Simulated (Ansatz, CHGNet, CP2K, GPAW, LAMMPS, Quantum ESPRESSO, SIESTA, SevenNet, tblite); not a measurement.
# Which run comes nearest? Amorphous Hg30S21Se9 (60 atoms)

Density of this cell: 7.30 g/cm³. The cell holds 60 atoms: 30 Hg, 21 S and 9 Se. Cell: a = 11.895 Å, b = 11.895 Å, c = 11.895 Å, α = 90.0°, β = 90.0°, γ = 90.0°. 60 atoms (30 Hg, 21 S, 9 Se) placed at random at 7.3 g/cm³, melted at 2500 K for 10 ps at fixed volume with the Stillinger-Weber II-VI potential (Zhou et al., Phys. Rev. B 88, 085309 (2013)). Quenched from 2500 K to 300 K at 3 K/ps and fixed volume, held 5 ps, then minimised at fixed cell.

Geometry: as built.

The reference, a calculation:

| Item | Value |
| --- | --- |
| method | Kohn-Sham DFT, PBE, PAW, plane waves (Ansatz 0.2.0); cutoff 420 eV, Γ point, fermi-dirac smearing of 0.05 eV; PAW set soft_2 |
| r.m.s. force component | 0.4119 eV/Å |
| longest force | 1.588 eV/Å |
| pressure | 0.5219 GPa |
| SCF cycles | 12 |
| time | 21 s on 8 threads of Arm Neoverse V1, shared host |
| CPU time | 2.3 min |

Runs, in no order:
A. CP2K PBE+rVV10L, DZVP-MOLOPT-SR, 600/60 Ry, diagonalisation: Kohn-Sham DFT, PBE+rVV10 (b = 10, rVV10L), GTH-PBE pseudopotentials, Gaussian and plane waves, DZVP-MOLOPT-SR-GTH, diagonalisation
B. SIESTA PBE, DZP, shift 0.02 Ry, mesh 300 Ry: Kohn-Sham DFT, PBE, PseudoDojo 0.4.1 norm-conserving pseudopotentials (converted to PSML), numerical atomic orbitals (DZP), diagonalisation
C. QE PBE, sssp-1.3.0-efficiency, 45/360 Ry: Kohn-Sham DFT, PBE, SSSP efficiency 1.3.0 pseudopotentials, plane waves
D. SevenNet l3i5 potential: machine-learned interatomic potential SevenNet l3i5, trained on PBE(+U) plane-wave data
E. CP2K PBE, TZVP-UZH, 600/60 Ry, diagonalisation: Kohn-Sham DFT, PBE, GTH-PBE pseudopotentials, Gaussian and plane waves, TZVP-MOLOPT (UZH set), diagonalisation

Q: Order them from the smallest to the largest r.m.s. force difference.

C, E, A, D, B.

| run | Δ force, r.m.s. (meV/Å) | share of r.m.s. force (%) | CPU time |
| --- | --- | --- | --- |
| C. QE PBE, sssp-1.3.0-efficiency, 45/360 Ry | 3.37 | 0.818 | 26 min |
| E. CP2K PBE, TZVP-UZH, 600/60 Ry, diagonalisation | 27.7 | 6.73 | 8.9 min |
| A. CP2K PBE+rVV10L, DZVP-MOLOPT-SR, 600/60 Ry, diagonalisation | 44.5 | 10.8 | 13 min |
| D. SevenNet l3i5 potential | 146 | 35.5 | 8.6 s |
| B. SIESTA PBE, DZP, shift 0.02 Ry, mesh 300 Ry | 374 | 90.8 | 2.1 min |

Machine-learned potentials mimic data converged in k, so the reference's own k-point error enters their differences. The network of bonds at the start is that of the classical potential that made the cell, and needn't be the one that DFT or experiment would give. The electronic-structure runs sample only Γ, in a cell whose shortest periodic width is 12 Å, which is coarse for a cell with partly filled levels.

[Hosts, paths, dates, database ids (printed as entryN), source tags and the programs' standing remarks are cut or masked in the printed files.]
